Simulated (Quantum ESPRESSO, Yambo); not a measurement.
# SnO2 (Cassiterite): G0W0 in Yambo against the screening cutoff

Aim: move the screening cutoff of a G0W0 run on SnO2 (Cassiterite) over a wide range.

Main program and level: Yambo 5.3.0; PBE and many-body steps on it, plane waves.

### Step 1. The starting structure

It takes space group P4_2/mnm (No. 136, tetragonal). The conventional cell has a = 4.738 Å, b = 4.738 Å, c = 3.187 Å, α = 90.00°, β = 90.00°, γ = 90.00°. Sn has 6 O at 2.05 to 2.06 Å nearest. O has 3 Sn at 2.05 to 2.06 Å nearest. Farther neighbours and most contacts between anions are not listed.

Coordinates:

```
Sn O
1.0
     4.73800    0.00000    0.00000
     0.00000    4.73800    0.00000
     0.00000    0.00000    3.18650
Sn O
2 4
Direct
  0.00000 0.00000 0.00000
  0.50000 0.50000 0.50000
  0.30710 0.30710 0.00000
  0.19290 0.80710 0.50000
  0.69290 0.69290 0.00000
  0.80710 0.19290 0.50000
```

The cell and positions come from the Crystallography Open Database and are kept as given unless a step says otherwise.

### Step 2. 1.75 Ha

This step: Yambo 5.3.0; G0W0 on PBE, plane waves, norm-conserving pseudopotentials.

Now the one-shot GW correction: screening in the RPA, then the self-energy of the levels asked for.

gw7.in

```
HF_and_locXC
gw0
dyson
ppa
em1d
rim_cut
RandQpts= 1000000
RandGvec= 1 RL
EXXRLvcs= 84 Ry
VXCRLvcs= 336 Ry
Chimod= "HARTREE"
% BndsRnXp
 1 | 88 |
%
NGsBlkXp= 3.5 Ry
% LongDrXp
 1 | 1 | 1 |
%
% GbndRnge
 1 | 88 |
%
DysSolver= "n"
ExtendOut
PPAPntXp= 27.21138 eV
% QPkrange
 1 | 1 | 33 | 36 |
%
```

The run is started by

```
> OMP_NUM_THREADS=2 mpirun -n 4 yambo -F gw7.in -J gw7 -C gw7 > gw7.log
```

The log of the run:

```text
 Yambo, version 5.3.0

 [02] CORE Variables Setup
 =========================

  [... cell, symmetries and grids as in the set-up ...]

  [02.05] Energies & Occupations
  ==============================

  [X] === General ===
  [X] Electronic Temperature                        :  0.000000  0.000000 [eV K]
  [X] Bosonic    Temperature                        :  0.000000  0.000000 [eV K]
  [X] Finite Temperature mode                       : no
  [X] El. density                                   :  0.95062E+24 [cm-3]
  [X] Fermi Level                                   :  11.24814 [eV]

  [X] === Gaps and Widths ===
  [X] Conduction Band Min                           :  1.288898 [eV]
  [X] Valence Band Max                              :  0.000000 [eV]
  [X] Filled Bands                                  :   34
  [X] Empty Bands                                   :   35  247
  [X] Direct Gap                                    :  1.288898 [eV]
  [X] Direct Gap localized at k                     :  1
  [X] Indirect Gap                                  :  1.288898 [eV]
  [X] Indirect Gap between kpts                     :  1  1
  [X] Last valence band width                       :  1.252534 [eV]
  [X] 1st conduction band width                     :  5.193994 [eV]

 [03] Transferred momenta grid and indexing
 ==========================================

 IBZ Q-points                                      :  21
 BZ  Q-points                                      :   64

 K/Q-points units:
 rlu = crystal or reduced units; cc = cartesian coordinates; iku = interal k-units

 Q [ 1]         [rlu]:  0.000000  0.000000  0.000000
 Q [ 2]         [rlu]:  0.000000  0.000000  0.250000
 Q [ 3]         [rlu]:  0.000000  0.000000 -0.500000
 Q [ 4]         [rlu]:  0.000000  0.250000  0.000000
 Q [ 5]         [rlu]:  0.000000  0.250000  0.250000
 Q [ 6]         [rlu]:  0.000000  0.250000 -0.500000
 Q [ 7]         [rlu]:  0.000000 -0.500000  0.000000
 Q [ 8]         [rlu]:  0.000000 -0.500000  0.250000
 Q [ 9]         [rlu]:  0.000000 -0.500000 -0.500000
 Q [10]         [rlu]:  0.250000  0.250000  0.000000
     [... 9 further rows ...]
 Q [20]         [rlu]: -0.250000  0.250000 -0.250000
 Q [21]         [rlu]: -0.250000  0.250000  0.500000

 [04] Coloumb potential Random Integration (RIM)
 ===============================================

  [04.01] RIM initialization
  ==========================

  * Diagonal components only detected *

  8 x (sBL volume)        :  0.064232 [a.u.]
  sBZ random points       :  1000000
  Points outside the sBZ  :   7992674
  RL volume               :  0.513853 [a.u.]
  Integrated volume       :  0.514324 [a.u.]

  [04.02] RIM integrals
  =====================

  Gamma point sphere radius             :  0.072644 [a.u.]
  Points outside the sphere             :   799713
  [Int_sBZ(q=0) 1/q^2]*(Vol_sBZ)^(-1/3) =:  7.541870
                                 should be <:  7.795600

  Summary of Coulomb integrals for non-metallic bands |Q|[au] RIM/Bare

  Q [1] 0.100000E-4 0.967452 * Q [4] 0.175439 0.953374
  Q [19] 0.248108 0.995592 * Q [10] 0.248108 0.994735
  Q [2] 0.260860 1.178302 * Q [5] 0.314367 1.089818
  Q [7] 0.350878 0.993213 * Q [11] 0.360008 1.051976
  Q [20] 0.360008 1.053430 * Q [13] 0.392293 0.996431
  Q [8] 0.437222 1.022065 * Q [14] 0.471107 1.016278
  Q [16] 0.496216 0.999063 * Q [3] 0.521720 1.045184
  Q [6] 0.550427 1.036830 * Q [17] 0.560605 1.008497
  Q [12] 0.577710 1.030447 * Q [21] 0.577710 1.030360
  Q [9] 0.628734 1.021636 * Q [15] 0.652752 1.018623
  Q [18] 0.720015 1.012895

 [WARNING] [Xp] User bands 1-88 break level degeneracy

 [05] Dipoles
 ============

  [05.01] Setup: observables and procedures
  =========================================

  [WARNING] [x,Vnl] slows the Dipoles computation. To neglect it rename the ns.kb_pp file

 [06] Dynamic Dielectric Matrix (PPA)
 ====================================

 [WR./gw7//ndb.pp]---------------------------------------------------------------
  Brillouin Zone Q/K grids (IBZ/BZ)                :   21   64   21   64
  RL vectors                                       :   7807 [WF]
  Coulomb cutoff potential                         : none
  Electronic Temperature                           :  0.000000 [K]
  Bosonic    Temperature                           :  0.000000 [K]
  PPA    diel. fun.  energies                      : Perdew, Burke & Ernzerhof(X)+Perdew, Burke & Ernzerhof(C)
  wavefunctions                                    : Perdew, Burke & Ernzerhof(X)+Perdew, Burke & Ernzerhof(C)
  Global Gauge                                     : length
  X matrix size                                    :   69
  X band range                                     :    1   88
  X e/h energy range                               : -1.000000 -1.000000 [eV]
  X Time ordering                                  : R
  X Hxc Kernel                                     : HARTREE
  X Drude frequency                                :  0.000000  0.000000
  X poles                                          :  100.0000 [o/o]
  RL vectors in the sum                            :   7807
  [r,Vnl] included                                 : yes
  Field direction                                  :  0.577350E-5  0.577350E-5  0.577350E-5
  BZ energy Double Grid                            : no
  BZ energy DbGd points                            : 0
  BZ Q point size factor                           : -1.000000
  X Optical Averaged directions                    : none

 [07] Local Exchange-Correlation + Non-Local Fock
 ================================================

 [VXC] Plane waves :   50163
 [EXS] Plane waves :   6281

 QP @ state[ 1 ] K range:  1  1
 QP @ state[ 1 ] b range:   33   36

 [xc] Functional : Perdew, Burke & Ernzerhof(X)+Perdew, Burke & Ernzerhof(C)
 [xc] LIBXC used to calculate xc functional
  PP Number of Atomic Species                      :  2
  NLCC RL compoments                               :   50163
  PP Number of Atomic Species                      :  2
  NLCC RL compoments                               :   50163

 [xc] E_xc :  -50.05440 [Ha]
      E_xc :  -100.1088 [Ry]

  Local XC kind (lXC) : Perdew, Burke & Ernzerhof(X)+Perdew, Burke & Ernzerhof(C)
  Non-Local XC kind (nlXC) : Hartree-Fock

  Corrections @ K [1] :  [eV]
 <33|nlXC|33> = -25.49674  0.50117E-17 <33|lXC|33> = -19.98044 -0.18882E-15
 <34|nlXC|34> = -26.18293  0.30740E-16 <34|lXC|34> = -20.31379 -0.37763E-15
 <35|nlXC|35> = -12.63273  0.58452E-17 <35|lXC|35> = -16.49765 -0.35751E-19
 <36|nlXC|36> = -10.66763  0.76089E-18 <36|lXC|36> = -16.29486 -0.37768E-15

 [08] Dyson equation: Newton solver
 ==================================

  [08.01] G0W0 (W PPA)
  ====================

  [  GW  ] Bands range     :    1   88
  [GW/PPA] G damping       :  0.100000 [eV]

  QP @ state[ 1 ] K range:  1  1
  QP @ state[ 1 ] b range:   33   36

   Sc/G bands                                       :    1   88
   Sc/G damping                                     :  0.100000 ev
   Sc bands terminator                              : no
   Sx RL components                                 :   6281

   QP @ state[ 1 ] K range                          :  1  1
   QP @ state[ 1 ] b range                          :   33   36
   GF energies kind                                 : Perdew, Burke & Ernzerhof(X)+Perdew, Burke & Ernzerhof(C)
   GF WF`s kind                                     : Perdew, Burke & Ernzerhof(X)+Perdew, Burke & Ernzerhof(C)
   Xs energies kind                                 : Perdew, Burke & Ernzerhof(X)+Perdew, Burke & Ernzerhof(C)
   Xs WF`s kind                                     : Perdew, Burke & Ernzerhof(X)+Perdew, Burke & Ernzerhof(C)

 [11] Game Over & Game summary
```

It took 83 s on 4 MPI ranks of Arm Neoverse V2, shared host; peak memory 4 GiB; 9.2 min of CPU time.

Numbers from this step:

```yaml
g0w0_gap_on_the_points_computed: 2.736 eV
starting_gap_on_the_mesh: 1.289 eV
k_of_the_valence_top: 0, 0, 0
k_of_the_conduction_bottom: 0, 0, 0
least_direct_g0w0_gap_on_the_computed_points: 2.736 eV
z_at_the_valence_top: 0.7953
z_at_the_conduction_bottom: 0.8491
```

The gap on the mesh goes from 1.29 eV to 2.74 eV, a correction of +1.45 eV.

### Step 3. 2.75 Ha

gw8.in

```
HF_and_locXC
gw0
dyson
ppa
em1d
rim_cut
RandQpts= 1000000
RandGvec= 1 RL
EXXRLvcs= 84 Ry
VXCRLvcs= 336 Ry
Chimod= "HARTREE"
% BndsRnXp
 1 | 88 |
%
NGsBlkXp= 5.5 Ry
% LongDrXp
 1 | 1 | 1 |
%
% GbndRnge
 1 | 88 |
%
DysSolver= "n"
ExtendOut
PPAPntXp= 27.21138 eV
% QPkrange
 1 | 1 | 33 | 36 |
%
```

The run is started by

```
> OMP_NUM_THREADS=2 mpirun -n 4 yambo -F gw8.in -J gw8 -C gw8 > gw8.log
```

The log of the run:

```text
 Yambo, version 5.3.0

 [02] CORE Variables Setup
 =========================

  [... cell, symmetries and grids as in the set-up ...]

  [02.05] Energies & Occupations
  ==============================

  [X] === General ===
  [X] Electronic Temperature                        :  0.000000  0.000000 [eV K]
  [X] Bosonic    Temperature                        :  0.000000  0.000000 [eV K]
  [X] Finite Temperature mode                       : no
  [X] El. density                                   :  0.95062E+24 [cm-3]
  [X] Fermi Level                                   :  11.24814 [eV]

  [X] === Gaps and Widths ===
  [X] Conduction Band Min                           :  1.288898 [eV]
  [X] Valence Band Max                              :  0.000000 [eV]
  [X] Filled Bands                                  :   34
  [X] Empty Bands                                   :   35  247
  [X] Direct Gap                                    :  1.288898 [eV]
  [X] Direct Gap localized at k                     :  1
  [X] Indirect Gap                                  :  1.288898 [eV]
  [X] Indirect Gap between kpts                     :  1  1
  [X] Last valence band width                       :  1.252534 [eV]
  [X] 1st conduction band width                     :  5.193994 [eV]

 [03] Transferred momenta grid and indexing
 ==========================================

 IBZ Q-points                                      :  21
 BZ  Q-points                                      :   64

 K/Q-points units:
 rlu = crystal or reduced units; cc = cartesian coordinates; iku = interal k-units

 Q [ 1]         [rlu]:  0.000000  0.000000  0.000000
 Q [ 2]         [rlu]:  0.000000  0.000000  0.250000
 Q [ 3]         [rlu]:  0.000000  0.000000 -0.500000
[...]
================================================

 [VXC] Plane waves :   50163
 [EXS] Plane waves :   6281

 QP @ state[ 1 ] K range:  1  1
 QP @ state[ 1 ] b range:   33   36

 [xc] Functional : Perdew, Burke & Ernzerhof(X)+Perdew, Burke & Ernzerhof(C)
 [xc] LIBXC used to calculate xc functional
  PP Number of Atomic Species                      :  2
  NLCC RL compoments                               :   50163
  PP Number of Atomic Species                      :  2
  NLCC RL compoments                               :   50163

 [xc] E_xc :  -50.05440 [Ha]
      E_xc :  -100.1088 [Ry]

  Local XC kind (lXC) : Perdew, Burke & Ernzerhof(X)+Perdew, Burke & Ernzerhof(C)
  Non-Local XC kind (nlXC) : Hartree-Fock

  Corrections @ K [1] :  [eV]
 <33|nlXC|33> = -25.49674  0.50117E-17 <33|lXC|33> = -19.98044 -0.18882E-15
 <34|nlXC|34> = -26.18293  0.30740E-16 <34|lXC|34> = -20.31379 -0.37763E-15
 <35|nlXC|35> = -12.63273  0.58452E-17 <35|lXC|35> = -16.49765 -0.35751E-19
 <36|nlXC|36> = -10.66763  0.76089E-18 <36|lXC|36> = -16.29486 -0.37768E-15

 [08] Dyson equation: Newton solver
 ==================================

  [08.01] G0W0 (W PPA)
  ====================

  [  GW  ] Bands range     :    1   88
  [GW/PPA] G damping       :  0.100000 [eV]

  QP @ state[ 1 ] K range:  1  1
  QP @ state[ 1 ] b range:   33   36

   Sc/G bands                                       :    1   88
   Sc/G damping                                     :  0.100000 ev
   Sc bands terminator                              : no
   Sx RL components                                 :   6281

   QP @ state[ 1 ] K range                          :  1  1
   QP @ state[ 1 ] b range                          :   33   36
   GF energies kind                                 : Perdew, Burke & Ernzerhof(X)+Perdew, Burke & Ernzerhof(C)
   GF WF`s kind                                     : Perdew, Burke & Ernzerhof(X)+Perdew, Burke & Ernzerhof(C)
   Xs energies kind                                 : Perdew, Burke & Ernzerhof(X)+Perdew, Burke & Ernzerhof(C)
   Xs WF`s kind                                     : Perdew, Burke & Ernzerhof(X)+Perdew, Burke & Ernzerhof(C)

 [11] Game Over & Game summary
```

It took 93 s on 4 MPI ranks; peak memory 4 GiB.

This step gave:

```yaml
g0w0_gap_on_the_points_computed: 2.740 eV
starting_gap_on_the_mesh: 1.289 eV
k_of_the_valence_top: 0, 0, 0
k_of_the_conduction_bottom: 0, 0, 0
least_direct_g0w0_gap_on_the_computed_points: 2.740 eV
z_at_the_valence_top: 0.7893
z_at_the_conduction_bottom: 0.8446
```

Against the run before, the gap moves by +0.003 eV.

### Step 4. 5.5 Ha

gw9.in

```
HF_and_locXC
gw0
dyson
ppa
em1d
rim_cut
RandQpts= 1000000
RandGvec= 1 RL
EXXRLvcs= 84 Ry
VXCRLvcs= 336 Ry
Chimod= "HARTREE"
% BndsRnXp
 1 | 88 |
%
NGsBlkXp= 11 Ry
% LongDrXp
 1 | 1 | 1 |
%
% GbndRnge
 1 | 88 |
%
DysSolver= "n"
ExtendOut
PPAPntXp= 27.21138 eV
% QPkrange
 1 | 1 | 33 | 36 |
%
```

The run is started by

```
> OMP_NUM_THREADS=2 mpirun -n 4 yambo -F gw9.in -J gw9 -C gw9 > gw9.log
```

The log of the run:

```text
 Yambo, version 5.3.0

 [02] CORE Variables Setup
 =========================

  [... cell, symmetries and grids as in the set-up ...]

  [02.05] Energies & Occupations
  ==============================

  [X] === General ===
  [X] Electronic Temperature                        :  0.000000  0.000000 [eV K]
  [X] Bosonic    Temperature                        :  0.000000  0.000000 [eV K]
  [X] Finite Temperature mode                       : no
  [X] El. density                                   :  0.95062E+24 [cm-3]
[...]
Sx RL components                                 :   6281

   QP @ state[ 1 ] K range                          :  1  1
   QP @ state[ 1 ] b range                          :   33   36
   GF energies kind                                 : Perdew, Burke & Ernzerhof(X)+Perdew, Burke & Ernzerhof(C)
   GF WF`s kind                                     : Perdew, Burke & Ernzerhof(X)+Perdew, Burke & Ernzerhof(C)
   Xs energies kind                                 : Perdew, Burke & Ernzerhof(X)+Perdew, Burke & Ernzerhof(C)
   Xs WF`s kind                                     : Perdew, Burke & Ernzerhof(X)+Perdew, Burke & Ernzerhof(C)

 [11] Game Over & Game summary
```

The job ended after 2.3 min (4 MPI ranks; peak memory 4 GiB; 16 min of CPU time).

This step gave:

```
G0W0 gap on the points computed              : 2.810 eV
starting gap on the mesh                     : 1.289 eV
k of the valence top                         : 0, 0, 0
k of the conduction bottom                   : 0, 0, 0
least direct G0W0 gap on the computed points : 2.810 eV
```

Against the run before, the gap moves by +0.070 eV.

### Step 5. 7 Ha

gw10.in

```
HF_and_locXC
gw0
dyson
ppa
em1d
rim_cut
RandQpts= 1000000
RandGvec= 1 RL
EXXRLvcs= 84 Ry
VXCRLvcs= 336 Ry
Chimod= "HARTREE"
% BndsRnXp
 1 | 88 |
%
NGsBlkXp= 14 Ry
% LongDrXp
 1 | 1 | 1 |
%
% GbndRnge
 1 | 88 |
%
DysSolver= "n"
ExtendOut
PPAPntXp= 27.21138 eV
% QPkrange
 1 | 1 | 33 | 36 |
%
```

The run is started by

```
> OMP_NUM_THREADS=2 mpirun -n 4 yambo -F gw10.in -J gw10 -C gw10 > gw10.log
```

The log of the run:

```text
 Yambo, version 5.3.0

 [02] CORE Variables Setup
 =========================

  [... cell, symmetries and grids as in the set-up ...]

  [02.05] Energies & Occupations
  ==============================

  [X] === General ===
  [X] Electronic Temperature                        :  0.000000  0.000000 [eV K]
  [X] Bosonic    Temperature                        :  0.000000  0.000000 [eV K]
  [X] Finite Temperature mode                       : no
  [X] El. density                                   :  0.95062E+24 [cm-3]
[...]
Sx RL components                                 :   6281

   QP @ state[ 1 ] K range                          :  1  1
   QP @ state[ 1 ] b range                          :   33   36
   GF energies kind                                 : Perdew, Burke & Ernzerhof(X)+Perdew, Burke & Ernzerhof(C)
   GF WF`s kind                                     : Perdew, Burke & Ernzerhof(X)+Perdew, Burke & Ernzerhof(C)
   Xs energies kind                                 : Perdew, Burke & Ernzerhof(X)+Perdew, Burke & Ernzerhof(C)
   Xs WF`s kind                                     : Perdew, Burke & Ernzerhof(X)+Perdew, Burke & Ernzerhof(C)

 [11] Game Over & Game summary
```

Run time: 3.2 min. Hardware: 4 MPI ranks; peak memory 4 GiB.

This step gave:

* G0W0 gap on the points computed: 2.828 eV
* starting gap on the mesh: 1.289 eV
* k of the valence top: 0, 0, 0
* k of the conduction bottom: 0, 0, 0
* least direct G0W0 gap on the computed points: 2.828 eV

Against the run before, the gap moves by +0.018 eV.

### Step 6. 8.75 Ha

gw11.in

```
HF_and_locXC
gw0
dyson
ppa
em1d
rim_cut
RandQpts= 1000000
RandGvec= 1 RL
EXXRLvcs= 84 Ry
VXCRLvcs= 336 Ry
Chimod= "HARTREE"
% BndsRnXp
 1 | 88 |
%
NGsBlkXp= 17.5 Ry
% LongDrXp
 1 | 1 | 1 |
%
% GbndRnge
 1 | 88 |
%
DysSolver= "n"
ExtendOut
PPAPntXp= 27.21138 eV
% QPkrange
 1 | 1 | 33 | 36 |
%
```

The run is started by

```
> OMP_NUM_THREADS=2 mpirun -n 4 yambo -F gw11.in -J gw11 -C gw11 > gw11.log
```

The log of the run:

```text
 Yambo, version 5.3.0

 [02] CORE Variables Setup
 =========================

  [... cell, symmetries and grids as in the set-up ...]

  [02.05] Energies & Occupations
  ==============================

  [X] === General ===
  [X] Electronic Temperature                        :  0.000000  0.000000 [eV K]
  [X] Bosonic    Temperature                        :  0.000000  0.000000 [eV K]
  [X] Finite Temperature mode                       : no
  [X] El. density                                   :  0.95062E+24 [cm-3]
[...]
Sx RL components                                 :   6281

   QP @ state[ 1 ] K range                          :  1  1
   QP @ state[ 1 ] b range                          :   33   36
   GF energies kind                                 : Perdew, Burke & Ernzerhof(X)+Perdew, Burke & Ernzerhof(C)
   GF WF`s kind                                     : Perdew, Burke & Ernzerhof(X)+Perdew, Burke & Ernzerhof(C)
   Xs energies kind                                 : Perdew, Burke & Ernzerhof(X)+Perdew, Burke & Ernzerhof(C)
   Xs WF`s kind                                     : Perdew, Burke & Ernzerhof(X)+Perdew, Burke & Ernzerhof(C)

 [11] Game Over & Game summary
```

It took 6.1 min on 4 MPI ranks; peak memory 4 GiB; 44 min of CPU time.

Numbers from this step:

| Quantity | Value |
| --- | --- |
| G0W0 gap on the points computed | 2.838 eV |
| starting gap on the mesh | 1.289 eV |
| k of the valence top | 0, 0, 0 |
| k of the conduction bottom | 0, 0, 0 |
| least direct G0W0 gap on the computed points | 2.838 eV |

Against the run before, the gap moves by +0.011 eV.

### Step 7. Side by side

Times are wall times on 4 MPI ranks of Arm Neoverse V2, shared host, good to a factor of about two.

```csv
run,mesh,bands,screening cutoff (eV),DFT gap (eV),gap on the mesh (eV),direct (eV),time
1.75 Ha,4×4×4,88,47.6,1.289,2.736,2.736,83 s
2.75 Ha,4×4×4,88,74.8,1.289,2.740,2.740,93 s
5.5 Ha,4×4×4,88,149.7,1.289,2.810,2.810,2.3 min
7 Ha,4×4×4,88,190.5,1.289,2.828,2.828,3.2 min
8.75 Ha,4×4×4,88,238.1,1.289,2.838,2.838,6.1 min
```

### Step 8. Results

| Quantity | Value |
| --- | --- |
| 1.75 Ha | 2.736 eV |
| 2.75 Ha | 2.740 eV |
| 5.5 Ha | 2.810 eV |
| 7 Ha | 2.828 eV |
| 8.75 Ha | 2.838 eV |
| known limits | not at the basis limit; no spin-orbit coupling; coarse k mesh |

What this shows: The setting moved: screening cutoff. From 1.75 Ha to 8.75 Ha the gap moves by +0.10 eV, for 4.4 times the time. The last step still moves it by +0.011 eV. Bands and screening cutoff are coupled, so a series along one setting does not show full convergence. Bands and cutoff are finite, so the gap is not at the basis limit. The miss can reach some tenths of an eV and take either sign; the mesh is an error of its own. In the G0W0 runs levels were corrected at 1 k point alone, so a gap called «on the mesh» is the least over those, and an edge elsewhere would be missed. The 4×4×4 mesh is coarse for this cell, which bears on the long-range parts of exchange and screening. The many-body steps are scalar-relativistic: spin-orbit coupling is not in them.

[Paths, hosts, dates, memory and timing lines, banners, echoed tables and standing remarks are left out of the program output.]

[Logs are printed without paths, hosts, clocks, repeated set-up lines and the standing remarks that a program may print on its own settings, such as how far it seeks lower states.]

[Runs of the session that timed out or met a known fault of the program may be left out.]

[Hosts, paths, dates, database ids (printed as entryN), source tags and the programs' standing remarks are cut or masked in the printed files.]
